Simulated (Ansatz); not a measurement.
**K on Fe(100): change of the work function**

Aim: the work function of Fe(100) at several coverages of K (hollow site), and the dipole that each adsorbate carries.

Calculated with Ansatz 0.2.0; plane-wave DFT, PBE, Ansatz PAW.

Report form: the programs' logs are mostly left out.

## (1) The structure

The cell holds 5 atoms: 5 Fe. Its edges and angles: a = 2.870 Å, b = 2.870 Å, c = 23.740 Å, α = 90.0°, β = 90.0°, γ = 90.0°. Vacuum lies along c.

## (2) The clean slab

The bare slab comes first, as the zero from which every change is counted. The two lowest layers are held at bulk places and the upper ones relax. The dipole correction removes the false field that a one-sided slab makes across the periodic vacuum, so each face gets a flat vacuum level of its own.

Contents of input.yaml:

```yaml
crystal:
  lattice:
    - [2.87, 0.0, 0.0]
    - [0.0, 2.87, 0.0]
    - [0.0, 0.0, 23.74]
  atoms:
    - { symbol: Fe, position: [0.0, 0.0, 0.3791069924], spin: 2.5 }
    - { symbol: Fe, position: [0.5, 0.5, 0.4395534962], spin: 2.5 }
    - { symbol: Fe, position: [0.0, 0.0, 0.5], spin: 2.5 }
    - { symbol: Fe, position: [0.5, 0.5, 0.5604465038], spin: 2.5 }
    - { symbol: Fe, position: [0.0, 0.0, 0.6208930076], spin: 2.5 }
magnetization:
  spin_polarized: true
kpoints:
  mp_grid: { grid: [10, 10, 1] }
hamiltonian:
  xc: pbe
scf:
  occupations: { method: fermi_dirac, width: 0.1 }
  convergence: { dr2_threshold: 1.0e-08 }
efield:
  axis: 3
  dipole_correction: true
  ramp_position: 0.97
  ramp_width: 0.06
relax:
  f_tol: 0.02
  max_steps: 60
  constraints: [{ sites: [0, 1] }]
output:
  write_potential: true
  write_density: true
  volumetric_format: npy
```

Run with:

```console
$ ansatz run input.yaml --threads 4 --pin off --max-ram 12288MiB --backend cpu --events-out ev --progress --plain --runs-dir out
```

Run time: 61 s. Hardware: 4 threads of Arm Neoverse V1, shared host; peak memory 0.75 GiB; 3.9 min of CPU time.

Relaxation path:

```
step  energy less that of the first step (eV)  largest force component (eV/Å)
   1                                   0.0000                          0.4526
   2                                  -0.0150                          0.2499
   3                                  -0.0212                          0.0175
```

The run keeps the 8 symmetry operations that it works with, so distortions that break them were not tested.

The atoms that moved most (Å):

```
atom     dx     dy      dz  length
 Fe5  0.000  0.000  -0.104   0.104
 Fe3  0.000  0.000  -0.017   0.017
 Fe4  0.000  0.000  -0.013   0.013
```

This step gave:

| Quantity | Value |
| --- | --- |
| energy at zero smearing | -22399.8095 eV |
| total moment | 13.22 μB |
| site moments | 2.971, 2.378, 2.503, 2.306, 2.918 μB |
| work function, upper face | 3.856 eV |
| work function, lower face | 3.830 eV |
| dipole along the normal | -0.001173 e·Å |
| step between the vacuum levels | 0.02578 eV |

Running mean over 1.435 Å of the planar mean; the ramp of the sawtooth is left out. Table of electron's electrostatic potential energy less the Fermi level by z:

z (Å), electron's electrostatic potential energy less the Fermi level (eV) and a bar from the least value:
```
      3.0        3.8 ##############################
      3.5        3.8 ##############################
      4.0        3.8 ##############################
      4.5        3.8 ##############################
      5.0        3.8 ##############################
      5.5        3.8 ##############################
      6.0        3.8 ##############################
      6.5        3.7 ##############################
      7.0        3.4 #############################
      7.5        2.4 ###########################
      8.0       -0.9 ####################
      8.5       -5.8 ##########
      9.0       -9.0 ###
      9.5       -9.6 ##
     10.0       -9.6 ##
     10.5       -9.6 ##
     11.0       -9.7 ##
     11.5       -9.7 ##
     12.0       -9.6 ##
     12.5       -9.5 ##
     13.0       -9.6 ##
     13.5      -10.2 #
     14.0      -10.5 
     14.5       -9.8 #
     15.0       -7.1 #######
     15.5       -2.2 #################
     16.0        1.9 ##########################
     16.5        3.3 #############################
     17.0        3.7 ##############################
     17.5        3.8 ##############################
     18.0        3.8 ##############################
     18.5        3.9 ##############################
     19.0        3.9 ##############################
     19.5        3.9 ##############################
     20.0        3.9 ##############################
     20.5        3.9 ##############################
```

Site moment by atom:

```
atom  site moment (μB)
 Fe1              2.97
 Fe2              2.38
 Fe3              2.50
 Fe4              2.31
 Fe5              2.92
```

The relaxation took 3 steps and lowered the energy by 0.021 eV; the largest force on the free atoms ends at 0.017 eV/Å.

The work function of the upper face is 3.86 eV.

## (3) Adsorbate added, coverage 0.25 ML

System of this step: KFe20 (K/Fe(100)). The cell holds 21 atoms: 20 Fe and 1 K. Cell: a = 5.740 Å, b = 5.740 Å, c = 26.509 Å, α = 90.0°, β = 90.0°, γ = 90.0°. Vacuum lies along c.

The clean slab as it ended is repeated in the plane and the adsorbate is set on one face; the cell's size fixes the coverage, and the k-mesh shrinks with it to keep the sampling density about even. Adsorbate and upper layers relax, since the dipole depends on the height.

Contents of input.yaml:

```yaml
crystal:
  lattice:
    - [5.74, 0.0, 0.0]
    - [0.0, 5.74, 0.0]
    - [0.0, 0.0, 26.508564284]
  atoms:
    - { symbol: Fe, position: [0.0, 0.0, 0.3395129175], spin: 2.97 }
    - { symbol: Fe, position: [0.25, 0.25, 0.3936463661], spin: 2.38 }
    - { symbol: Fe, position: [0.0, 0.0, 0.4471328567], spin: 2.5 }
    - { symbol: Fe, position: [0.25, 0.25, 0.5014069691], spin: 2.31 }
    - { symbol: Fe, position: [0.0, 0.0, 0.5521055225], spin: 2.92 }
    - { symbol: Fe, position: [0.0, 0.5, 0.3395129175], spin: 2.97 }
    - { symbol: Fe, position: [0.25, 0.75, 0.3936463661], spin: 2.38 }
    - { symbol: Fe, position: [0.0, 0.5, 0.4471328567], spin: 2.5 }
    - { symbol: Fe, position: [0.25, 0.75, 0.5014069691], spin: 2.31 }
    - { symbol: Fe, position: [0.0, 0.5, 0.5521055225], spin: 2.92 }
    - { symbol: Fe, position: [0.5, 0.0, 0.3395129175], spin: 2.97 }
    - { symbol: Fe, position: [0.75, 0.25, 0.3936463661], spin: 2.38 }
    - { symbol: Fe, position: [0.5, 0.0, 0.4471328567], spin: 2.5 }
    - { symbol: Fe, position: [0.75, 0.25, 0.5014069691], spin: 2.31 }
    - { symbol: Fe, position: [0.5, 0.0, 0.5521055225], spin: 2.92 }
    - { symbol: Fe, position: [0.5, 0.5, 0.3395129175], spin: 2.97 }
    - { symbol: Fe, position: [0.75, 0.75, 0.3936463661], spin: 2.38 }
    - { symbol: Fe, position: [0.5, 0.5, 0.4471328567], spin: 2.5 }
    - { symbol: Fe, position: [0.75, 0.75, 0.5014069691], spin: 2.31 }
    - { symbol: Fe, position: [0.5, 0.5, 0.5521055225], spin: 2.92 }
    - { symbol: K, position: [0.25, 0.25, 0.6604870825] }
magnetization:
  spin_polarized: true
kpoints:
  mp_grid: { grid: [5, 5, 1] }
hamiltonian:
  xc: pbe
scf:
  occupations: { method: fermi_dirac, width: 0.1 }
  convergence: { dr2_threshold: 1.0e-08 }
efield:
  axis: 3
  dipole_correction: true
  ramp_position: 0.97
  ramp_width: 0.06
relax:
  f_tol: 0.02
  max_steps: 60
  constraints: [{ sites: [0, 1, 5, 6, 10, 11, 15, 16] }]
output:
  bader: true
  dos: { projected: true, e_range: [-8, 4] }
  write_potential: true
  write_density: true
  volumetric_format: npy
  elf: true
```

Elapsed: 12 min, on 4 threads; peak memory 5.1 GiB; 46 min of CPU time.

The steps of the relaxation:

```
step  energy less that of the first step (eV)  largest force component (eV/Å)
   1                                   0.0000                          0.0870
   2                                  -0.0041                          0.0720
   3                                  -0.0107                          0.0443
   4                                  -0.0111                          0.0025
```

Forces are held to the 8 operations that the run works with; a distortion that breaks them can't arise in this run.

The atoms that moved most (Å):

```
atom      dx      dy      dz  length
 K21   0.000   0.000  -0.101   0.101
Fe20   0.025   0.025   0.001   0.036
Fe15   0.025  -0.025   0.001   0.036
Fe10  -0.025   0.025   0.001   0.036
 Fe5  -0.025  -0.025   0.001   0.036
 Fe4   0.000   0.000   0.033   0.033
Fe19   0.000   0.000  -0.024   0.024
 Fe3   0.006   0.006   0.003   0.009
```

Final coordinates:

```cif
data_structure
_symmetry_space_group_name_H-M 'P 1'
_symmetry_Int_Tables_number 1
_cell_length_a 5.7400
_cell_length_b 5.7400
_cell_length_c 26.5086
_cell_angle_alpha 90.000
_cell_angle_beta 90.000
_cell_angle_gamma 90.000
_cell_volume 873.39
loop_
_atom_site_label
_atom_site_type_symbol
_atom_site_fract_x
_atom_site_fract_y
_atom_site_fract_z
_atom_site_occupancy
Fe1 Fe 0.00000 0.00000 0.33951 1
Fe2 Fe 0.25000 0.25000 0.39365 1
Fe3 Fe 0.00100 0.00100 0.44725 1
Fe4 Fe 0.25000 0.25000 0.50264 1
Fe5 Fe 0.99562 0.99562 0.55216 1
Fe6 Fe 0.00000 0.50000 0.33951 1
Fe7 Fe 0.25000 0.75000 0.39365 1
Fe8 Fe 0.00100 0.49900 0.44725 1
Fe9 Fe 0.25000 0.75000 0.50140 1
Fe10 Fe 0.99562 0.50438 0.55216 1
Fe11 Fe 0.50000 0.00000 0.33951 1
Fe12 Fe 0.75000 0.25000 0.39365 1
Fe13 Fe 0.49900 0.00100 0.44725 1
Fe14 Fe 0.75000 0.25000 0.50140 1
Fe15 Fe 0.50438 0.99562 0.55216 1
Fe16 Fe 0.50000 0.50000 0.33951 1
Fe17 Fe 0.75000 0.75000 0.39365 1
Fe18 Fe 0.49900 0.49900 0.44725 1
Fe19 Fe 0.75000 0.75000 0.50051 1
Fe20 Fe 0.50438 0.50438 0.55216 1
K21 K 0.25000 0.25000 0.65667 1
```

This step gave:

```
energy at zero smearing        : -91137.5719 eV
total moment                   : 52.36 μB
work function, upper face      : 1.760 eV
work function, lower face      : 3.845 eV
dipole along the normal        : 0.3796 e·Å
step between the vacuum levels : -2.085 eV
```

Running mean over 1.435 Å of the planar mean; the ramp of the sawtooth is left out. Table of electron's electrostatic potential energy less the Fermi level by z:

```
z (Å)  electron's electrostatic potential energy less the Fermi level (eV)
    4                                                                 3.84
    5                                                                 3.84
    6                                                                 3.80
    7                                                                 3.41
    8                                                               -0.879
    9                                                                -9.03
   10                                                                -9.59
   11                                                                -9.68
   12                                                                -9.56
   13                                                                -9.64
   14                                                                -10.5
   15                                                                -7.00
   16                                                                 1.23
   17                                                             -0.00163
   18                                                               -0.293
   19                                                                 1.30
   20                                                                 1.63
   21                                                                 1.72
   22                                                                 1.75
   23                                                                 1.76
```

The density of states has structure finer than the step of the table below, so its rows give means over 0.25 eV, whole bins alone (the curve runs from -8 to 1.98 eV). Peaks (eV: height): total -3.220: 77.4, -2.470: 72.8, -1.740: 64.0, -1.560: 65.9, -1.350: 98.8, -1.200: 64.4, -1.080: 80.1; up -3.220: 73.5, -2.740: 41.6, -2.470: 54.3, -1.740: 50.3, -1.410: 51.0, -1.170: 44.0, -1.080: 60.3; down -1.560: 36.6, -1.350: 52.5, 0.390: 37.4, 1.170: 41.4, 1.290: 42.4, 1.440: 47.5, 1.770: 57.1.

The density of states by energy, zero at the Fermi level; means over each step; values in states/eV a cell:

```
energy (eV)  total     up    down
      -7.75  0.738  0.641  0.0976
      -7.50   1.30  0.620   0.676
      -7.25   1.49  0.886   0.608
      -7.00   1.96  0.965   0.992
      -6.75   1.31  0.465   0.846
      -6.50  0.700  0.259   0.441
      -6.25   3.40   2.71   0.692
      -6.00   3.03  0.789    2.24
      -5.75   3.39   2.22    1.17
      -5.50   2.11   1.21   0.894
      -5.25   5.20   3.23    1.97
      -5.00   3.95   3.02   0.926
      -4.75   9.75   7.17    2.58
      -4.50   15.0   12.7    2.21
      -4.25   17.0   15.9    1.14
      -4.00   22.0   18.7    3.34
      -3.75   23.8   18.8    4.99
      -3.50   23.7   19.4    4.35
      -3.25   38.6   34.6    3.99
      -3.00   27.0   20.8    6.25
      -2.75   37.2   28.2    9.01
      -2.50   41.9   27.3    14.6
      -2.25   29.9   18.1    11.9
      -2.00   29.5   19.2    10.3
      -1.75   38.7   27.2    11.5
      -1.50   45.0   27.6    17.4
      -1.25   64.8   39.4    25.4
      -1.00   58.0   35.3    22.7
      -0.75   42.3   20.2    22.2
      -0.50   25.3   11.7    13.7
      -0.25   21.7   11.8    9.88
       0.00   25.5   6.20    19.3
       0.25   23.5   4.23    19.3
       0.50   19.8   2.57    17.2
       0.75   22.2   5.72    16.4
       1.00   24.3   3.72    20.6
       1.25   38.2   4.16    34.0
       1.50   31.2   4.86    26.4
       1.75   40.5   4.51    36.0
```

Projected DOS per atom over height of the atomic layer and energy from the Fermi level. Layers: Fe4 Fe4 Fe4 Fe4 Fe4 K from below.

Values in states/eV, 22 rows by 6 columns, each cell a mean:
```
1.28 1.90 2.07 1.92 1.36 0.30
1.76 1.57 1.32 1.44 1.37 0.57
1.30 0.69 0.75 0.68 1.46 0.75
1.76 0.42 0.68 0.40 1.60 0.53
1.36 0.82 0.81 0.89 1.24 0.50
0.95 1.67 1.49 1.80 1.06 0.44
1.69 3.07 2.85 3.02 1.86 0.28
1.80 2.96 2.52 3.00 2.13 0.07
2.11 1.43 1.34 1.14 1.88 0.13
2.18 1.26 1.41 1.27 2.32 0.09
2.50 1.18 1.37 1.20 2.17 0.06
1.73 1.35 1.86 1.44 1.68 0.02
1.33 1.16 0.81 1.11 1.22 0.03
1.03 0.96 1.03 0.95 1.02 0.03
0.46 0.70 0.92 0.72 0.49 0.02
0.15 0.26 0.25 0.27 0.16 0.01
0.12 0.20 0.16 0.20 0.12 0.01
0.11 0.19 0.16 0.19 0.11 0.01
0.06 0.11 0.11 0.11 0.06 0.00
0.03 0.10 0.13 0.10 0.04 0.00
0.03 0.09 0.12 0.10 0.03 0.00
0.01 0.04 0.05 0.04 0.01 0.00
```
Columns: height of the atomic layer (Å) from 9 to 17.4 (not evenly spaced); rows upwards: energy from the Fermi level (eV) from -7.96 to 1.95.

Projected DOS per atom, spin up over height of the atomic layer and energy from the Fermi level. Layers: Fe4 Fe4 Fe4 Fe4 Fe4 K from below.

Ten even steps from '0' (0.00 states/eV) to '9' (2.21 states/eV), each cell a mean:
```
000000
000001
000001
000001
012201
143510
297930
486850
734260
723280
934380
646560
542440
434340
123210
000000
000000
000000
000000
000000
000000
000000
```
Columns: height of the atomic layer (Å) from 9 to 17.4 (not evenly spaced); rows upwards: energy from the Fermi level (eV) from -7.96 to 1.95.

Projected DOS per atom, spin down over height of the atomic layer and energy from the Fermi level. Layers: Fe4 Fe4 Fe4 Fe4 Fe4 K from below.

Ten even steps from '0' (0.00 states/eV) to '9' (1.96 states/eV), each cell a mean:
```
699960
876661
523261
812171
621250
333331
555551
455640
122220
233320
122210
011110
011100
000000
000000
000000
000000
000000
000000
000000
000000
000000
```
Columns: height of the atomic layer (Å) from 9 to 17.4 (not evenly spaced); rows upwards: energy from the Fermi level (eV) from -7.96 to 1.95.

Site moment by atom:

```
atom  site moment (μB)
 Fe1              2.97
 Fe2              2.38
 Fe3              2.49
 Fe4              2.34
 Fe5              2.85
 Fe6              2.97
 Fe7              2.39
 Fe8              2.49
 Fe9              2.31
Fe10              2.85
Fe11              2.97
Fe12              2.39
Fe13              2.49
Fe14              2.31
Fe15              2.85
Fe16              2.97
Fe17              2.39
Fe18              2.49
Fe19              2.28
Fe20              2.85
 K21             -0.01
```

Spin density in the ca plane at fractional y = 0.250, with atoms of Fe and K within 0.2 Å of it.

Values in e/Å³, 8 rows by 16 columns, each cell a mean:
```
0.0 0.0 0.1 0.0 0.0 0.1 0.0 0.0 0.0 0.0 0.0 0.0 0.0 0.0 0.0 0.0
0.0 0.1 2.3 0.2 0.2 2.2 0.1 0.0 0.0 0.0 0.0 0.0 0.0 0.0 0.0 0.0
0.0 0.1 1.4 0.1 0.1 1.4 0.1 0.0 0.0 0.0 0.0 0.0 0.0 0.0 0.0 0.0
0.0 0.0 0.0 0.0 0.0 0.0 0.0 0.0 0.0 0.0 0.0 0.0 0.0 0.0 0.0 0.0
0.0 0.0 0.1 0.0 0.0 0.1 0.0 0.0 0.0 0.0 0.0 0.0 0.0 0.0 0.0 0.0
0.0 0.1 2.3 0.2 0.2 2.3 0.1 0.0 0.0 0.0 0.0 0.0 0.0 0.0 0.0 0.0
0.0 0.1 1.4 0.1 0.1 1.4 0.1 0.0 0.0 0.0 0.0 0.0 0.0 0.0 0.0 0.0
0.0 0.0 0.0 0.0 0.0 0.0 0.0 0.0 0.0 0.0 0.0 0.0 0.0 0.0 0.0 0.0
```
Columns run along c (16.0 Å, from fractional 0.30 to 0.91 of the cell), rows up along a (5.7 Å). Atoms in or near the plane, at fractional coordinates: Fe at (0.39, 0.25), Fe at (0.50, 0.25), Fe at (0.39, 0.75), Fe at (0.50, 0.75), K at (0.66, 0.25).

Electrostatic potential energy in the ca plane at fractional y = 0.250, with atoms of Fe and K within 0.2 Å of it. With pseudopotentials it is smooth inside the atoms' cores, unlike the true potential.

Ten even steps from '0' (-47 eV) to '9' (7 eV), each cell a mean:
```
99999999999999999999999999999999999999999999
99999755789987557999999999999999999999999999
99998300279973003899999999999999999999999999
99997100169961001799999999999999999999999999
99998300379973003899999999999999999999999999
99999755789987557999999999999999999999999999
99999988999999889999999999999999999999999999
99999999999999999999999999899999999999999999
99999877899998778999999987778999999999999999
99998522589985225899999863247899999999999999
99997200169972001799999730015899999999999999
99997200169972001799999730015899999999999999
99998522589985225899999863247899999999999999
99999877899998778999999987778999999999999999
99999999999999999999999999899999999999999999
```
Columns run along c (16.0 Å, from fractional 0.30 to 0.91 of the cell; values clipped at the 3rd and 97th percentile), rows up along a (5.7 Å). Atoms in or near the plane, at fractional coordinates: Fe at (0.39, 0.25), Fe at (0.50, 0.25), Fe at (0.39, 0.75), Fe at (0.50, 0.75), K at (0.66, 0.25).

Valence density in the ca plane at fractional y = 0.250, with atoms of Fe and K within 0.2 Å of it. It is the smooth field of the valence electrons, not physical close to the nuclei.

Values in e/Å³, 8 rows by 16 columns, each cell a mean:
```
 0  0  1  0  0  1  0  0  0  0  0  0  0  0  0  0
 0  1 13  1  1 13  1  0  0  0  0  0  0  0  0  0
 0  0  8  1  1  8  0  0  0  0  0  0  0  0  0  0
 0  0  0  0  0  0  0  0  0  0  0  0  0  0  0  0
 0  0  1  0  0  1  0  0  0  1  0  0  0  0  0  0
 0  1 13  1  1 14  1  0  1  3  1  0  0  0  0  0
 0  0  8  1  1  8  1  0  0  3  1  0  0  0  0  0
 0  0  0  0  0  0  0  0  0  0  0  0  0  0  0  0
```
Columns run along c (16.0 Å, from fractional 0.30 to 0.91 of the cell), rows up along a (5.7 Å). Atoms in or near the plane, at fractional coordinates: Fe at (0.39, 0.25), Fe at (0.50, 0.25), Fe at (0.39, 0.75), Fe at (0.50, 0.75), K at (0.66, 0.25).

The relaxation took 4 steps and lowered the energy by 0.011 eV; the largest force on the free atoms ends at 0.0025 eV/Å.

By hand: a sheet of dipoles makes a step −p/(ε₀A) in the electron's potential. With e/ε₀ = 180.95 V·Å, p = 0.3796 e·Å and A = 32.95 Å², that is −180.95 × (0.3796) / 32.95 = -2.085 eV, and the two vacuum levels of the run differ by -2.085 eV.

The covered face has 1.76 eV, -2.10 eV against the clean one; the bare back face has moved by +0.01 eV, a measure of how thin the slab is.

(Continued in part 2 of 3.)

[Logs are printed without paths, hosts, clocks, repeated set-up lines and the standing remarks that a program may print on its own settings, such as how far it seeks lower states.]

[Hosts, paths, dates, database ids (printed as entryN), source tags and the programs' standing remarks are cut or masked in the printed files.]

[Maps of the electrostatic potential energy from Ansatz leave out the sawtooth potential of an applied field or a dipole correction, so their vacuum need not be flat; planar profiles and work functions include it.]

[The density of states shown here was stored with 400 of the rows of the run's finer table, so its peaks can read low, often by over a quarter, or be missed, and its means over a window can be off by a tenth or more.]
